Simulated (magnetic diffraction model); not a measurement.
**Sr2MnS3Cl below its ordering temperature**

Space group P4/nmm (no. 129, origin choice 1), a = 4.4460 Å, c = 33.2640 Å.

| site | atom | x | y | z |
| --- | --- | --- | --- | --- |
| 2c | Sr | 0 | 1/2 | 0.6710 |
| 2c | Sr | 0 | 1/2 | 0.1723 |
| 2c | Sr | 0 | 1/2 | 0.5474 |
| 2c | Sr | 0 | 1/2 | 0.0480 |
| 2c | Mn | 1/2 | 0 | 0.6012 |
| 2c | Mn | 1/2 | 0 | 0.1025 |
| 2c | Cl | 1/2 | 0 | 0.7112 |
| 2c | Cl | 1/2 | 0 | 0.2127 |
| 4f | S | 1/2 | 1/2 | 0.6115 |
| 4f | S | 1/2 | 1/2 | 0.1132 |
| 2c | S | 1/2 | 0 | 0.5364 |
| 2c | S | 1/2 | 0 | 0.0348 |

The compound is invented for this exercise: a known structure type with other elements, its cell scaled to their sizes and not relaxed.

Only Mn is taken to order (form factors of Mn3+); orders and moment sizes are assumed, and not adapted to the symmetry. Radiation: neutrons of λ = 2.567 Å, 1.5° to 65°; isotropic B of 0.24 Å² (Sr), 0.2 Å² (Mn), 0.32 Å² (Cl) and 0.33 Å² (S). Simulated constant-wavelength pattern: nuclear and magnetic terms add, the magnetic one as |2.695 fm × Σ f S⊥ exp(2πi Q·r) exp(−B s²)|², summed over all Q at one angle with the factor 1/(sin²θ cos θ). For a modulated order the moment at position r is S exp(−2πi k·r) + c.c., with S = m/2 for a sine wave of amplitude m and S = m(u + iv)/2 for moments turning in a plane, u and v being orthogonal unit vectors in it; the phase factor of the sum at Q = H + k is then exp(2πi H·r). Free-ion form factors, Sears's scattering lengths of 1992, no absorption; a label names one of the reflections at its angle. The strongest nuclear line in the range is 100, and lines under 0.2 are left out.

Above the ordering temperature:

```
2θ (°)     index      I
  8.85   (0 0 2)   42.7
 17.76   (0 0 4)   14.3
 26.77   (0 0 6)    6.6
 34.77   (1 0 2)   40.5
 35.96   (0 0 8)   18.4
 38.22   (1 0 4)   33.7
 43.44   (1 0 6)   18.9
 45.39  (0 0 10)    0.8
 48.19   (1 1 0)   54.4
 49.10   (1 1 2)   13.0
 50.00   (1 0 8)   55.7
 51.76   (1 1 4)   81.2
 55.16  (0 0 12)   17.8
 55.98   (1 1 6)   30.0
 57.62  (1 0 10)   55.9
 61.57   (1 1 8)  100.0
```

Below it (cell unchanged):

```tsv
2θ (°)	I
7.96	65.0
8.85	42.7
9.74	43.2
16.86	4.6
17.76	14.3
18.65	3.7
25.86	2.5
26.77	6.6
27.68	2.2
33.57	20.5
34.55	1.6
34.77	40.5
35.02	1.5
35.03	2.6
35.96	18.4
36.89	2.3
37.78	10.1
38.22	33.7
38.67	9.4
42.85	5.9
43.44	18.9
44.04	5.4
45.39	0.8
48.19	54.4
48.93	7.4
49.10	13.0
49.29	7.3
49.30	1.0
50.00	55.7
50.72	1.0
51.42	2.1
51.76	81.2
52.11	2.0
54.17	1.0
55.16	17.8
55.49	2.2
```
(The table stops after 36 lines; 9 more lie at higher angle.)

**Question.** Find the propagation vector, then choose among these models:
A. a sine wave with moments along [100] (amplitudes given), 3.63 μB on Mn; signs + at (1/2, 0, 0.6012), − at (0, 1/2, 0.3988), + at (1/2, 0, 0.1025), − at (0, 1/2, 0.8975)
B. moments turning in the plane of [001] and [010], 3.63 μB on Mn; signs + at (1/2, 0, 0.6012), − at (0, 1/2, 0.3988), + at (1/2, 0, 0.1025), − at (0, 1/2, 0.8975)
C. a sine wave with moments along [001] (amplitudes given), 3.63 μB on Mn; signs + at (1/2, 0, 0.6012), − at (0, 1/2, 0.3988), + at (1/2, 0, 0.1025), − at (0, 1/2, 0.8975)
D. moments turning in the plane of [100] and [010], 3.63 μB on Mn; signs + at (1/2, 0, 0.6012), − at (0, 1/2, 0.3988), + at (1/2, 0, 0.1025), − at (0, 1/2, 0.8975)

The new lines index as (0 0 9/5) at 7.96°, (0 0 11/5) at 9.74°, (0 0 19/5) at 16.86° and (0 0 21/5) at 18.65°, that is as H ± k with k = (0 0 1/5). Satellites come in pairs about each point of the reciprocal lattice.

Magnetic intensity, observed (below minus above) and for each model:

| 2θ (°) | index | observed | A | B | C | D |
| --- | --- | --- | --- | --- | --- | --- |
| 7.96 | (0 0 9/5) | 65.0 | 65.0 | 65.0 | <0.2 | 129.9 |
| 9.74 | (0 0 11/5) | 43.2 | 43.2 | 43.2 | <0.2 | 86.5 |
| 16.86 | (0 0 19/5) | 4.6 | 4.6 | 4.6 | <0.2 | 9.2 |
| 18.65 | (0 0 21/5) | 3.7 | 3.7 | 3.7 | <0.2 | 7.5 |
| 33.57 | (1 0 1/5) | 20.5 | 6.8 | 20.5 | 13.6 | 13.7 |
| 35.03 | (0 0 39/5) | 2.6 | 2.6 | 2.6 | <0.2 | 5.2 |
| 37.78 | (1 0 19/5) | 10.1 | 4.3 | 10.1 | 5.7 | 8.7 |
| 38.67 | (1 0 21/5) | 9.4 | 4.2 | 9.4 | 5.2 | 8.5 |

Model B matches.

The structure used: k = (0 0 1/5), moments turning in the plane of [001] and [010], 3.63 μB on Mn; signs + at (1/2, 0, 0.6012), − at (0, 1/2, 0.3988), + at (1/2, 0, 0.1025), − at (0, 1/2, 0.8975).

[Logs are printed without paths, hosts, clocks, repeated set-up lines and the standing remarks that a program may print on its own settings, such as how far it seeks lower states.]
